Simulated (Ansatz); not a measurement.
# NaLiHfN2: complex band structure, part 3 of 3

Aim: relax a made-up compound, NaLiHfN2, and see how good a tunnel barrier it would be. It is built by putting Na for part of the Li in the Li2HfN2 structure of space group P-3m1, with the volume rescaled by atomic radii. The parent structure comes from the Materials Project.

Ansatz 0.2.0; LDA DFT, plane waves, PAW files (the session's first sound run).

So far, gap on the k-mesh (eV): 1.35 in steps 3, 4 and 5.

The structure was built from a prototype and need not be the compound's stable phase.

### Step 6. Band edges at another level, cutoff 1197.3 eV

This step: LDA DFT, plane waves, norm-conserving files (Ansatz 0.2.0).

The edges again with norm-conserving files, at the same atoms. Against that run the cutoff is 1197 eV against 420.

The input, input.yaml:

```yaml
crystal:
  lattice:
    - [3.2403698411, 0.0, 0.0]
    - [-1.6201849205, 2.8062426, 0.0]
    - [0.0, 0.0, 6.3955696445]
  atoms:
    - { symbol: Li, position: [0.6666666667, 0.3333333333, 0.3128277902] }
    - { symbol: Na, position: [0.3333333333, 0.6666666667, 0.6200984836] }
    - { symbol: Hf, position: [0.0, 0.0, 0.0106195546] }
    - { symbol: "N", position: [0.6666666667, 0.3333333333, 0.8445125247] }
    - { symbol: "N", position: [0.3333333333, 0.6666666667, 0.2119416469] }
kpoints:
  mp_grid: { grid: [8, 8, 4] }
  band_path: { path: [VBM, CBM], npoints: 30 }
scf:
  occupations: { method: fixed }
hamiltonian:
  xc: lda
  pseudopotentials: { kind: nc }
output:
  eigenvalues: true
```

Launch:

```
$ ansatz run input.yaml --threads 2 --pin off --max-ram 4096MiB --backend cpu --events-out ev --progress --plain --runs-dir out
```

What it wrote:

```text
[...]
Crystal: 5 atoms, lattice volume = 58.157 Å³
Basis set: ecut = 1197.300995 eV, 5455 PW (Γ)
Bands: 22, of which v1, the nominal top of the filled ones, is band 17 counted from 1 (16 counted from 0)
Symmetry: 6 space group operations
[...]
k-points: 35 of 256 (time reversal used)
[...]
SCF iter   1: F=—  HF=-3541.456455 eV  |F-HF|=—  |Δ(HF+E_count)|=         —  Δρ=7.26e-2  dr2=3.23e0  ethr=3.10e-3  ⟨swp⟩=6.1  Hψ=3270  notcnv=0  defer=102
[...]
SCF iter   9: F=-3540.516473 eV  HF=-3540.516473 eV  |F-HF|=1.31e-9  |Δ(HF+E_count)|=   1.28e-7  Δρ=7.60e-6  dr2=3.45e-8  ethr=2.94e-10  ⟨swp⟩=11.2  Hψ=4094  notcnv=0
SCF 1 converged in 9 iterations: F = -3540.516473 eV  dr2 = 3.45e-8
[...]
SCF converged after 9 iterations
Free energy (F): -3540.516473 eV
[...]
Internal energy: -3540.516473 eV  (E = F + TS)
E sigma→0 (E₀):  -3540.516473 eV
Fermi energy:    9.028708 eV
[...]
--- Band table (eV; the first three rows and the last of 35) ---
  k-point 0: bands = [... 13 lower, 6.1662, 8.1490, 9.0287, 9.0287, 10.4254, 12.5802, 12.5802, 13.4310, ... 1 higher]
  k-point 1: bands = [... 13 lower, 6.1658, 7.3255, 9.0277, 9.0277, 11.2478, 12.5718, 12.5718, 13.4451, ... 1 higher]
  k-point 2: bands = [... 13 lower, 6.1654, 6.5659, 9.0267, 9.0267, 11.9362, 12.5635, 12.5635, 13.4564, ... 1 higher]
  k-point 34: bands = [... 13 lower, 6.0863, 6.9001, 7.2623, 7.7302, 12.4218, 13.0620, 13.8891, 14.4328, ... 1 higher]
```

It took 27 s on 2 threads of Arm Neoverse V2, shared host; peak memory 0.41 GiB; 54 s of CPU time.

Numbers from this step:

| Property | Result |
| --- | --- |
| free energy | -3540.5165 eV |
| Fermi energy | 9.029 eV |
| gap on the k-mesh | 1.397 eV |
| gap on path | 1.397 eV, by band count; negative where bands overlap |
| direct gap on path | 1.397 eV |

Levels at VBM (eV): -4.84, -2.86, -2.86, -0.88, 0.00, 0.00, 1.40, 3.55, 3.55, 4.40, 7.67.

The searched edges give 1.40 eV, as on the mesh.

Between step 3 and this run (LDA norm-conserving and cutoff 1197.3 eV) the value for the gap on the k-mesh moves from 1.35 eV to 1.40 eV.

### Step 7. Complex bands at another level, cutoff 1197.3 eV

This step: LDA DFT, plane waves, norm-conserving files; complex bands by layer matching along the plane's normal (Ansatz 0.2.0).

The complex bands at that level, over its own gap, at (0, 0) and (0.5, 0).

The input, input.yaml:

```yaml
crystal:
  lattice:
    - [3.240369841, 0.0, 0.0]
    - [0.0, 6.395569645, 0.0]
    - [1.620184921, 0.0, 2.8062426]
  atoms:
    - { symbol: Li, position: [0.6666666667, 0.3128277902, 0.6666666667] }
    - { symbol: Na, position: [0.3333333333, 0.6200984836, 0.3333333333] }
    - { symbol: Hf, position: [0.0, 0.0106195546, 0.0] }
    - { symbol: "N", position: [0.6666666667, 0.8445125247, 0.6666666667] }
    - { symbol: "N", position: [0.3333333333, 0.2119416469, 0.3333333333] }
kpoints:
  mp_grid: { grid: [8, 4, 8] }
scf:
  occupations: { method: fixed }
hamiltonian:
  xc: lda
  pseudopotentials: { kind: nc }
output:
  eigenvalues: true
  transmission:
    leads: [[0, 0]]
    kpoints: [[0.0, 0.0], [0.5, 0.0]]
    e_range: [-1.0, 2.4]
    de: 0.08
```

What it wrote:

```text
[...]
Crystal: 5 atoms, lattice volume = 58.157 Å³
Basis set: ecut = 1197.300995 eV, 5455 PW (Γ)
Bands: 22, of which v1, the nominal top of the filled ones, is band 17 counted from 1 (16 counted from 0)
Symmetry: 6 space group operations
[...]
k-points: 35 of 256 (time reversal used)
[...]
SCF iter   1: F=—  HF=-3541.456537 eV  |F-HF|=—  |Δ(HF+E_count)|=         —  Δρ=7.26e-2  dr2=3.23e0  ethr=3.10e-3  ⟨swp⟩=6.0  Hψ=3310  notcnv=0  defer=102
[...]
SCF iter   9: F=-3540.516473 eV  HF=-3540.516473 eV  |F-HF|=5.09e-9  |Δ(HF+E_count)|=   1.05e-7  Δρ=8.70e-6  dr2=3.93e-8  ethr=2.94e-10  ⟨swp⟩=11.2  Hψ=4086  notcnv=0
SCF 1 converged in 9 iterations: F = -3540.516473 eV  dr2 = 3.93e-8
transmission: 6 of 12 steps passed
transmission: 12 of 12 steps passed
SCF converged after 9 iterations
Free energy (F): -3540.516473 eV
[...]
Internal energy: -3540.516473 eV  (E = F + TS)
E sigma→0 (E₀):  -3540.516473 eV
Fermi energy:    9.028670 eV
[...]
--- Band table (eV; the first three rows and the last of 35) ---
  k-point 0: bands = [... 13 lower, 6.1662, 8.1490, 9.0287, 9.0287, 10.4254, 12.5802, 12.5802, 13.4310, ... 1 higher]
  k-point 1: bands = [... 13 lower, 6.3133, 8.0395, 8.4680, 8.6654, 10.7828, 12.3641, 13.0779, 13.7929, ... 1 higher]
  k-point 2: bands = [... 13 lower, 6.5117, 6.5618, 8.1657, 8.5982, 11.4950, 11.8595, 13.9909, 14.2461, ... 1 higher]
  k-point 34: bands = [... 13 lower, 6.0863, 6.9001, 7.2623, 7.7301, 12.4218, 13.0620, 13.8891, 14.4327, ... 1 higher]
--- Transmission ---
  basis      : 523 plane waves across, 6 finite elements along
  points     : 2, as listed
[...]
channels       : 0.000000e0 a spin
[...]
slowest decay  : 0.1752 /Å at (0.0000, 0.0000)
```

The job ended after 3.3 min (2 threads; peak memory 1.9 GiB; 6.5 min of CPU time).

Numbers from this step:

```
level to which the leads are filled                       : 0.6984 eV from the Fermi level
decay constant at the filling level, zone centre          : 0.1752 Å⁻¹
decay constant at the filling level, slowest listed point : 0.1752 Å⁻¹
```

K parallel (0, 0); values up to 1.5 1/Å, a degenerate pair printed once or twice; energies at which all values exceed this have no row. Im kz of the slowest decaying states against energy, zero at the highest filled level on the SCF mesh:

```csv
energy (eV),decay 1 (Å⁻¹),decay 2 (Å⁻¹),decay 3 (Å⁻¹),decay 4 (Å⁻¹)
-1.00,0.136,0.140,0.293,0.807
-0.84,0.147,0.316,0.780,1.02
-0.76,0.277,0.325,0.767,1.01
-0.60,0.341,0.406,0.738,0.997
-0.44,0.355,0.493,0.709,0.978
-0.36,0.0886,0.360,0.529,0.694
-0.20,0.192,0.370,0.597,0.664
-0.04,0.249,0.378,0.633,0.663
0.04,0.0493,0.0822,0.271,0.382
0.20,0.107,0.176,0.308,0.387
0.36,0.139,0.227,0.337,0.391
0.44,0.151,0.245,0.350,0.392
0.60,0.169,0.275,0.373,0.393
0.76,0.180,0.297,0.392,0.393
0.92,0.183,0.314,0.390,0.409
1.00,0.181,0.321,0.387,0.410
1.16,0.162,0.331,0.375,0.381
1.32,0.105,0.339,0.347,0.371
1.40,0.336,0.341,0.364,0.455
1.56,0.322,0.344,0.347,0.476
1.72,0.315,0.322,0.344,0.508
1.80,0.305,0.313,0.344,0.518
1.96,0.255,0.310,0.340,0.505
2.12,0.151,0.307,0.334,0.488
2.20,0.306,0.330,0.480,0.558
2.36,0.302,0.321,0.472,0.550
```

K parallel (0, 0). Re kz of states that move upwards against energy, zero at the highest filled level on the SCF mesh:

```csv
energy (eV),channel 1 (Å⁻¹),channel 2 (Å⁻¹),channel 3 (Å⁻¹),channel 4 (Å⁻¹)
-1.00,-0.866,-0.282,-,-
-0.76,-0.760,-0.483,-0.232,0.161
-0.52,-0.636,-0.355,-0.197,0.312
-0.28,-0.239,-0.138,-,-
-0.04,-0.0840,-0.0499,-,-
0.20,-,-,-,-
0.44,-,-,-,-
0.68,-,-,-,-
0.92,-,-,-,-
1.16,-,-,-,-
1.40,0.0230,-,-,-
1.64,0.222,-,-,-
1.88,0.336,-,-,-
2.12,0.432,-,-,-
2.36,-0.830,0.520,-,-
```

K parallel (0.5, 0); values up to 1.5 1/Å, a degenerate pair printed once or twice; energies at which all values exceed this have no row. Im kz of the slowest decaying states against energy, zero at the highest filled level on the SCF mesh:

```csv
energy (eV),decay 1 (Å⁻¹),decay 2 (Å⁻¹),decay 3 (Å⁻¹),decay 4 (Å⁻¹)
-1.00,0.570,1.07,1.10,1.42
-0.76,0.123,0.370,0.671,1.03
-0.52,0.197,0.467,0.747,0.975
-0.28,0.237,0.528,0.850,0.877
-0.04,0.262,0.570,0.859,1.22
0.20,0.278,0.599,0.849,1.22
0.44,0.286,0.616,0.837,1.22
0.68,0.289,0.624,0.824,1.23
0.92,0.284,0.625,0.810,1.23
1.16,0.273,0.620,0.797,1.24
1.40,0.253,0.611,0.784,1.26
1.64,0.223,0.598,0.770,1.28
1.88,0.176,0.581,0.755,1.31
2.12,0.0852,0.562,0.741,1.34
2.36,0.540,0.725,1.25,1.38
```

At the listed wavevectors the last open channel is at -0.04 eV and the next at +1.40 eV on the grid. At +0.68 eV, the grid energy nearest the filling level (the middle of the gap on the SCF mesh), the slowest state at the listed wavevectors decays with κ = 0.175 Å⁻¹, its amplitude falling by e over 5.7 Å; the first such run, plane (100), gave 0.173 Å⁻¹.

### Step 8. Results

```json
{
 "band gap": "1.35 eV",
 "least decay constant at mid-gap, normal to (100)": "0.173 Å⁻¹",
 "least decay constant at mid-gap, normal to (001)": "0.145 Å⁻¹",
 "least decay constant, norm-conserving files": "0.175 Å⁻¹"
}
```

What this shows: With LDA, the slowest decay at the wavevectors tried is κ = 0.145 Å⁻¹, normal to (001). Through such a film the transmission near mid-gap falls as exp(−2κd), a factor of ten every 7.9 Å. The decay depends on direction: 1.2 times faster normal to (100). A free electron under a barrier of half the gap would need a mass of 0.12 mₑ to decay at this rate. With norm-conserving files the gap goes from 1.35 to 1.40 eV and the decay constant, over the first 2 listed wavevectors, from 0.173 to 0.175 Å⁻¹. The compound is made up by substitution; its stability against other phases and against distortions of the cell's symmetry was not tested. A semilocal functional narrows gaps, so real decay constants are likely larger.

[Logs are printed without paths, hosts, clocks, repeated set-up lines and the standing remarks that a program may print on its own settings, such as how far it seeks lower states.]

[Hosts, paths, dates, database ids (printed as entryN), source tags and the programs' standing remarks are cut or masked in the printed files.]
